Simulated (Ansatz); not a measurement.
**ScCu (Pm-3m): relaxing the cell for a phonon run**

Task: relax ScCu (Pm-3m) tightly.

Method: DFT PBEsol, scalar-relativistic, plane waves, PAW; PAW set soft_1, in Ansatz 0.2.0.

Most raw output is cut from this account.

## Step 1: Set-up

Symmetry: Pm-3m, No. 221, cubic system. The conventional cell has a = 3.256 Å, b = 3.256 Å, c = 3.256 Å, α = 90.00°, β = 90.00°, γ = 90.00°. Sc has 8 Cu at 2.82 Å nearest. Cu has 8 Sc at 2.82 Å nearest. Farther neighbours are not listed.

## Step 2: Probe on a coarse mesh

First a cheap look: the gap decides the mesh and the occupations, the pressure tells how far the cell has to move.

File input.yaml:

```yaml
crystal:
  lattice:
    - [3.256, 0.0, 0.0]
    - [0.0, 3.256, 0.0]
    - [0.0, 0.0, 3.256]
  atoms:
    - { symbol: Sc, position: [0.5, 0.5, 0.5] }
    - { symbol: Cu, position: [0.0, 0.0, 0.0] }
kpoints:
  mp_grid: { grid: [6, 6, 6] }
hamiltonian:
  xc: pbesol
  pseudopotentials: { kind: paw, azcp: { folder: soft_1 }, xc_functional: pbe }
scf:
  occupations: { method: gaussian, width: 0.1 }
output:
  forces: true
  stress: true
  eigenvalues: true
```

On the command line:

```console
$ ansatz run input.yaml --threads 4 --pin off --max-ram 10240MiB --backend cpu --events-out ev --progress --plain --runs-dir out
```

Wall time 0.62 s (4 threads of Arm Neoverse V1, shared host); peak memory 0.3 GiB; 1.8 s of CPU time.

This step gave:

| Item | Value |
| --- | --- |
| pressure | -3.749 GPa |
| volume per atom | 17.26 Å³ |
| gap on the k-mesh | 0 eV |

The coarse mesh shows no gap and a pressure of -3.7 GPa.

## Step 3: Relaxation

Harmonic phonons are second derivatives at a point where the forces vanish, and they are wanted at zero stress, so atoms and cell are relaxed first.

Changes to input.yaml since step 2:

```diff
@@ -9,3 +9,3 @@
 kpoints:
-  mp_grid: { grid: [6, 6, 6] }
+  mp_grid: { grid: [14, 14, 14] }
 hamiltonian:
@@ -19 +19,6 @@
   eigenvalues: true
+relax:
+  adjacent_minimum: "off"
+  f_tol: 0.005
+  max_steps: 80
+  cell: { stress_tol: 0.05 }
```

The job ended after 7.5 s (4 threads; peak memory 0.41 GiB; 27 s of CPU time).

Relaxation path:

| step | energy less that of the first step (eV) | largest force component (eV/Å) | pressure (GPa) | volume (Å³) |
| --- | --- | --- | --- | --- |
| 1 | 0.0000 | 0.0000 | -3.89 | 34.52 |
| 2 | -0.0109 | 0.0000 | 2.90 | 32.16 |
| 3 | -0.0186 | 0.0000 | -0.19 | 33.13 |
| 4 | -0.0187 | 0.0000 | -0.01 | 33.06 |
| 5* | -0.0184 | 0.0000 | -0.01 | 33.06 |

Relaxation steps marked * repeat the geometry before them on a plane-wave basis chosen anew for their cell, so energy and pressure can jump there.

The run keeps the 48 symmetry operations that it works with, so distortions that break them were not tested.

| conventional cell, symmetrised | before | after | change |
| --- | --- | --- | --- |
| a (Å) | 3.256 | 3.210 | -1.4 % |
| b (Å) | 3.256 | 3.210 | -1.4 % |
| c (Å) | 3.256 | 3.210 | -1.4 % |
| volume (Å³/atom) | 17.26 | 16.53 | -4.2 % |

Final coordinates:

```
Sc Cu
1.0
     3.20959    0.00000    0.00000
     0.00000    3.20959    0.00000
     0.00000    0.00000    3.20959
Sc Cu
1 1
Direct
  0.50000 0.50000 0.50000
  0.00000 0.00000 0.00000
```

Numbers from this step:

```yaml
pressure: -0.007383 GPa
volume_per_atom: 16.53 Å³
```

In this step the volume went from 17.26 to 16.53 Å³/atom.

## Step 4: Tight relaxation

Phonons need a cell at rest on their own settings, so the relaxation is repeated with tight tolerances on forces and stress, using the mesh and the filling of the phonon run that follows.

input.yaml, the sections that differ from step 3:

```yaml
crystal:
  lattice:
    - [3.2095862178, 0.0, 0.0]
    - [0.0, 3.2095862178, 0.0]
    - [0.0, 0.0, 3.2095862178]
  atoms:
    - { symbol: Sc, position: [0.5, 0.5, 0.5] }
    - { symbol: Cu, position: [0.0, 0.0, 0.0] }
kpoints:
  mp_grid: { grid: [16, 16, 16] }
scf:
  occupations: { method: methfessel_paxton, width: 0.2 }
relax:
  adjacent_minimum: "off"
  f_tol: 0.001
  max_steps: 60
  cell: { stress_tol: 0.01 }
# hamiltonian, output: as in step 3
```

Elapsed: 7.3 s, on 4 threads; peak memory 0.42 GiB.

Little changed from the start: no atom moved by 0.005 Å and no cell edge by 0.1 %.

Numbers from this step:

| Item | Value |
| --- | --- |
| pressure | -1.21e-5 GPa |
| volume per atom | 16.52 Å³ |

The forces vanish by symmetry and the pressure is 0.000 GPa, within the tolerances set. The cell now holds 16.52 Å³/atom.

## Step 5: What came out

* space group after relaxation (within 0.01 Å): Pm-3m
* lattice constant a: 3.209 Å
* lattice constant b: 3.209 Å
* lattice constant c: 3.209 Å
* volume per atom: 16.5 Å³

**Reading.** The forces vanish by symmetry and the pressure is 0.000 GPa, within the tolerances set. The cell now holds 16.52 Å³/atom. The relaxation keeps the symmetry of its start, so it says nothing on stability against lower symmetry. The PAW files were made for PBE and serve the other functionals too.

[Logs are printed without paths, hosts, clocks, repeated set-up lines and the standing remarks that a program may print on its own settings, such as how far it seeks lower states.]

[Hosts, paths, dates, database ids (printed as entryN), source tags and the programs' standing remarks are cut or masked in the printed files.]
